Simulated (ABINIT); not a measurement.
# Quasiparticle gap of GaN (F-43m) in ABINIT

Aim: the G0W0 gap of GaN (F-43m) on PBE, step by step.

Calculated with ABINIT 10.8.3; PBE and many-body steps on it, plane waves.

**What was measured.**

- Gap 3.23 eV: absorption onset (direct gap at Gamma) of unexcited film, from imaginary part of dielectric function; spectroscopic ellipsometry (steady-state reference of time-resolved measurement); 300 K; film on 3C-SiC/Si(001) (“Femtosecond pump-probe absorption edge spectroscopy of cubic GaN”, 2022, arxiv:2206.02223).

### 1. The structure

It takes space group F-43m (No. 216, cubic). The conventional cell has a = 4.507 Å, b = 4.507 Å, c = 4.507 Å, α = 90.00°, β = 90.00°, γ = 90.00°. Ga has 4 N at 1.95 Å nearest. N has 4 Ga at 1.95 Å nearest. Farther neighbours and most contacts between anions are not listed.

Coordinates:

```cif
data_structure
_symmetry_space_group_name_H-M 'F-43m'
_symmetry_Int_Tables_number 216
_cell_length_a 4.5070
_cell_length_b 4.5070
_cell_length_c 4.5070
_cell_angle_alpha 90.000
_cell_angle_beta 90.000
_cell_angle_gamma 90.000
_cell_volume 91.55
loop_
_atom_site_label
_atom_site_type_symbol
_atom_site_symmetry_multiplicity
_atom_site_Wyckoff_symbol
_atom_site_fract_x
_atom_site_fract_y
_atom_site_fract_z
_atom_site_occupancy
Ga1 Ga 4 a 0.00000 0.00000 0.00000 1
N1 N 4 c 0.25000 0.25000 0.25000 1
```

The cell and positions are those that the Materials Project relaxed with its own functionals (PBE, PBE+U or r2SCAN), kept fixed. This is not the form that GaN usually takes at ambient conditions.

### 2. Ground state

This step: ABINIT 10.8.3; DFT, PBE, plane waves, norm-conserving pseudopotentials.

The ground-state density comes first.

Contents of run.abi:

```
acell 3*1.0 Angstrom
rprim 
  0.000000000000 2.253500607500 2.253500607500
  2.253500607500 0.000000000000 2.253500607500
  2.253500607500 2.253500607500 0.000000000000
ntypat 2
znucl 31 7
natom 2
typat 1 2
xred 
  0.000000000000 0.000000000000 0.000000000000
  0.750000000000 0.750000000000 0.750000000000
pp_dirpath "pseudos"
pseudos "Ga.upf, N.upf"
ecut 45
ngkpt 8 8 8
nshiftk 1
shiftk 0 0 0
kptopt 1
chksymbreak 0
nband 18
occopt 1
tolvrs 1e-10
nstep 60
prtwf 0
optforces 0
optstress 0
indata_prefix "in"
outdata_prefix "out"
tmpdata_prefix "tmp"
```

On the command line:

```sh
> OMP_NUM_THREADS=1 mpirun -n 4 abinit run.abi > log
```

Numbers of over 12 decimals in the logs are rounded to 6 here.

The program printed:

```text
.Version 10.8.3 of ABINIT. v10.8.2 released Aug 2026.

 Symmetries : space group F-4 3 m (#216); Bravais cF (face-center cubic)
================================================================================
 Values of the parameters that define the memory need of the present run
     intxc =       0    ionmov =       0      iscf =       7    lmnmax =       6
     lnmax =       6     mgfft =      40  mpssoang =       3    mqgrid =    3001
     natom =       2  nloc_mem =       1    nspden =       1   nspinor =       1
    nsppol =       1      nsym =      24    n1xccc =    2501    ntypat =       2
    occopt =       1   xclevel =       2
-    mband =          18        mffmem =           1         mkmem =           8
       mpw =        2245          nfft =       64000          nkpt =          29
================================================================================
  Rough estimation (10% accuracy) of disk space for files :
================================================================================

--------------------------------------------------------------------------------
------------- Echo of variables that govern the present computation ------------
--------------------------------------------------------------------------------
 -outvars: echo values of preprocessed input variables --------
            acell      1.8897261259E+00  1.8897261259E+00  1.8897261259E+00 Bohr

      chksymbreak           0
             ecut      4.50000000E+01 Hartree
-          fftalg         312

              ixc     -101130
              kpt      0.00000000E+00  0.00000000E+00  0.00000000E+00
                       1.25000000E-01  0.00000000E+00  0.00000000E+00
                       2.50000000E-01  0.00000000E+00  0.00000000E+00
                       3.75000000E-01  0.00000000E+00  0.00000000E+00
                       5.00000000E-01  0.00000000E+00  0.00000000E+00
                       1.25000000E-01  1.25000000E-01  0.00000000E+00
                       2.50000000E-01  1.25000000E-01  0.00000000E+00
                       3.75000000E-01  1.25000000E-01  0.00000000E+00
                       5.00000000E-01  1.25000000E-01  0.00000000E+00
   [... 18 further rows ...]
                      -3.75000000E-01  5.00000000E-01  1.25000000E-01
                      -2.50000000E-01  5.00000000E-01  2.50000000E-01
         kptrlatt        8    0    0      0    8    0      0    0    8
          kptrlen      4.81794160E+01
P           mkmem           8
            natom           2
            nband          18
            ngfft          40      40      40
             nkpt          29
            nstep          60
             nsym          24
           ntypat           2
              occ      2.000000  2.000000  2.000000  2.000000  2.000000  2.000000
                       2.000000  2.000000  2.000000  2.000000  2.000000  2.000000
                       2.000000  0.000000  0.000000  0.000000  0.000000  0.000000
        optforces           0
        optstress           0
            prtwf           0
            rprim      0.0000000000E+00  2.2535006075E+00  2.2535006075E+00
[...]
spgroup         216

           tolvrs      1.00000000E-10

             xred      0.0000000000E+00  0.0000000000E+00  0.0000000000E+00
[...]
znucl       31.00000    7.00000

================================================================================

 chkinp: Checking input parameters for consistency.

================================================================================
== DATASET  1 ==================================================================
-   mpi_nproc: 4, omp_nthreads: 1 (-1 if OMP is not activated)

--- !DatasetInfo
iteration_state: {dtset: 1, }
dimensions: {natom: 2, nkpt: 29, mband: 18, nsppol: 1, nspinor: 1, nspden: 1, mpw: 2245, }
cutoff_energies: {ecut:  45.0, pawecutdg:  -1.0, }
electrons: {nelect:   2.60000000E+01, charge:   0.00000000E+00, occopt:   1.00000000E+00, tsmear:   1.00000000E-02, }

 Real(R)+Recip(G) space primitive vectors, cartesian coordinates (Bohr,Bohr^-1):
 R(1)=  0.0000000  4.2584990  4.2584990  G(1)= -0.1174123  0.1174123  0.1174123
 R(2)=  4.2584990  0.0000000  4.2584990  G(2)=  0.1174123 -0.1174123  0.1174123
 R(3)=  4.2584990  4.2584990  0.0000000  G(3)=  0.1174123  0.1174123 -0.1174123
 Unit cell volume ucvol=  1.5445417E+02 bohr^3
 Angles (23,13,12)=  6.00000000E+01  6.00000000E+01  6.00000000E+01 degrees

 getcut: wavevector=  0.0000  0.0000  0.0000  ngfft=  40  40  40
         ecut(hartree)=     45.000   => boxcut(ratio)=   2.19947

--- Pseudopotential description ------------------------------------------------
- Ga Generated using ONCVPSP code by D. R. Hamann
- 31.00000  21.00000  171031                  znucl, zion, pspdat
12 -101130 2 -1 1902                          pspcod,pspxc,lmax,lloc,mmax
     nproj     2     2     2
  pspatm : epsatm=   21.85474337
         --- l  ekb(1:nproj) -->
[...]
pspatm: atomic psp has been read  and splines computed

- N Generated using ONCVPSP code by D. R. Hamann
-  7.00000   5.00000  171031                  znucl, zion, pspdat
12 -101130 1 -1 1058                          pspcod,pspxc,lmax,lloc,mmax
     nproj     2     2     0
  pspatm : epsatm=    5.20977870
         --- l  ekb(1:nproj) -->
[...]
1   -4.293905   -1.006988
 pspatm: atomic psp has been read  and splines computed

   7.03677574E+02                                ecore*ucvol(ha*bohr**3)
--------------------------------------------------------------------------------

_setup2: Arith. and geom. avg. npw (full set) are    2226.443    2226.425

================================================================================

--- !BeginCycle
iteration_state: {dtset: 1, }
solver: {iscf: 7, nstep: 60, nline: 4, wfoptalg: 0, }
tolerances: {tolvrs: 1.00E-10, }

     iter   Etot(hartree)      deltaE(h)  residm     vres2
 ETOT  1  -258.01753091192    -2.580E+02 5.649E-01 9.585E+02
 ETOT  2  -258.56781723981    -5.503E-01 1.404E-01 9.659E+02
 ETOT  3  -258.71788889241    -1.501E-01 4.324E-03 1.424E+00
 ETOT  4  -258.71813151589    -2.426E-04 7.054E-04 5.223E-01
 ETOT  5  -258.71822784614    -9.633E-05 3.970E-04 2.144E-02
 ETOT  6  -258.71823016905    -2.323E-06 6.764E-05 1.218E-03
 ETOT  7  -258.71823026511    -9.606E-08 3.682E-05 1.381E-04
 ETOT  8  -258.71823028487    -1.976E-08 6.163E-06 2.349E-06
 ETOT  9  -258.71823028540    -5.248E-10 3.419E-06 1.801E-08
 ETOT 10  -258.71823028540    -4.945E-12 2.695E-06 6.841E-11

 At SCF step   10       vres2   =  6.84E-11 < tolvrs=  1.00E-10 =>converged.

--- !ResultsGS
iteration_state: {dtset: 1, }
comment   : Summary of ground state results
lattice_vectors:
- [  0.0000000,   4.2584990,   4.2584990, ]
- [  4.2584990,   0.0000000,   4.2584990, ]
- [  4.2584990,   4.2584990,   0.0000000, ]
lattice_lengths: [   6.02243,    6.02243,    6.02243, ]
lattice_angles: [ 60.000,  60.000,  60.000, ] # degrees, (23, 13, 12)
lattice_volume:   1.5445417E+02
convergence: {deltae: -4.945E-12, res2:  6.841E-11, residm:  2.695E-06, diffor:  0.000E+00, }
etotal    :  -2.58718230E+02
entropy   :   0.00000000E+00
fermie    :   2.52201327E-01
cartesian_stress_tensor: null
pressure_GPa: null
xred      :
- [  0.0000E+00,   0.0000E+00,   0.0000E+00, Ga]
- [  7.5000E-01,   7.5000E-01,   7.5000E-01,  N]
cartesian_forces: null
force_length_stats: {min: null, max: null, mean: null, }

 Integrated electronic density in atomic spheres:
 ------------------------------------------------
 Atom  Sphere_radius  Integrated_density
    1        2.00000         18.88453299
    2        2.00000          5.24763507
================================================================================

 ----iterations are completed or convergence reached----

 Mean square residual over all n,k,spin=   64.341E-10; max=  26.947E-07
 reduced coordinates (array xred) for    2 atoms
       0.000000000000      0.000000000000      0.000000000000
       0.750000000000      0.750000000000      0.750000000000
 rms dE/dt=  0.0000E+00; max dE/dt=  0.0000E+00; dE/dt below (all hartree)
    1       0.000000000000      0.000000000000      0.000000000000
    2       0.000000000000      0.000000000000      0.000000000000

 cartesian coordinates (angstrom) at end:
    1      0.000000     0.000000     0.000000
    2      3.380251     3.380251     3.380251
 length scales=  1.889726125908  1.889726125908  1.889726125908 bohr
              =  1.000000000000  1.000000000000  1.000000000000 angstroms
 prteigrs : about to open file out_EIG
 Fermi (or HOMO) energy (hartree) =   0.25220   Average Vxc (hartree)=  -0.43124
 Eigenvalues (hartree) for nkpt=  29  k points:
 kpt#   1, nband= 18, wtk=  0.00195, kpt=  0.0000  0.0000  0.0000 (reduced coord)
  -4.97665   -3.16387   -3.16387   -3.16387   -0.33240   -0.24568   -0.24568   -0.24568
  -0.23446   -0.23446    0.25220    0.25220    0.25220    0.31643    0.63289    0.63289
   0.63289    0.89971
 prteigrs : prtvol=0 or 1, do not print more k-points.

--- !EnergyTerms
iteration_state     : {dtset: 1, }
comment             : Components of total free energy in Hartree
kinetic             :  1.27702089422731E+02
hartree             :  1.00372097444634E+02
xc                  : -2.89685342713341E+01
Ewald energy        : -1.35314831293648E+02
psp_core            :  4.55589885953002E+00
local_psp           : -2.66706247527047E+02
non_local_psp       : -6.03587029202698E+01
total_energy        : -2.58718230285404E+02
total_energy_eV     : -7.04008169317278E+03
band_energy         : -3.10080941005515E+01

== END DATASET(S) ==============================================================
================================================================================

 -outvars: echo values of variables after computation  --------
           etotal     -2.5871823029E+02
            nband          18
             nkpt          29
          spgroup         216
 [... the other variables as echoed above ...]

 Calculation completed.
```

Elapsed: 15 s, on 4 MPI ranks of Arm Neoverse V1, shared host; peak memory 0.29 GiB; 60 s of CPU time.

This step gave:

| Property | Result |
| --- | --- |
| total energy | -7040.0817 eV |
| gap | 1.748 eV |
| k of the valence top | 0, 0, 0 |
| k of the conduction bottom | 0, 0, 0 |
| least direct gap | 1.748 eV |

The gap is direct, at Γ.

(Part 1 of 3 ends here.)

[Paths, hosts, dates, memory and timing lines, banners, echoed tables and standing remarks are left out of the program output.]

[Logs are printed without paths, hosts, clocks, repeated set-up lines and the standing remarks that a program may print on its own settings, such as how far it seeks lower states.]

[Runs of the session that timed out or met a known fault of the program may be left out.]

[No measured gap is set beside runs whose start may be inverted or whose files or cutoffs have a known fault.]

[Hosts, paths, dates, database ids (printed as entryN), source tags and the programs' standing remarks are cut or masked in the printed files.]

[G0W0 gaps are taken among the corrected bands and points alone; a level outside them can change the order at an edge.]

[Where Ansatz stands beside ABINIT at settings called matched, ABINIT's density can come from a denser mesh and the files from another edition; pairs whose starting gaps differed by over 0.03 eV were left out, so agreement reads better than it is.]
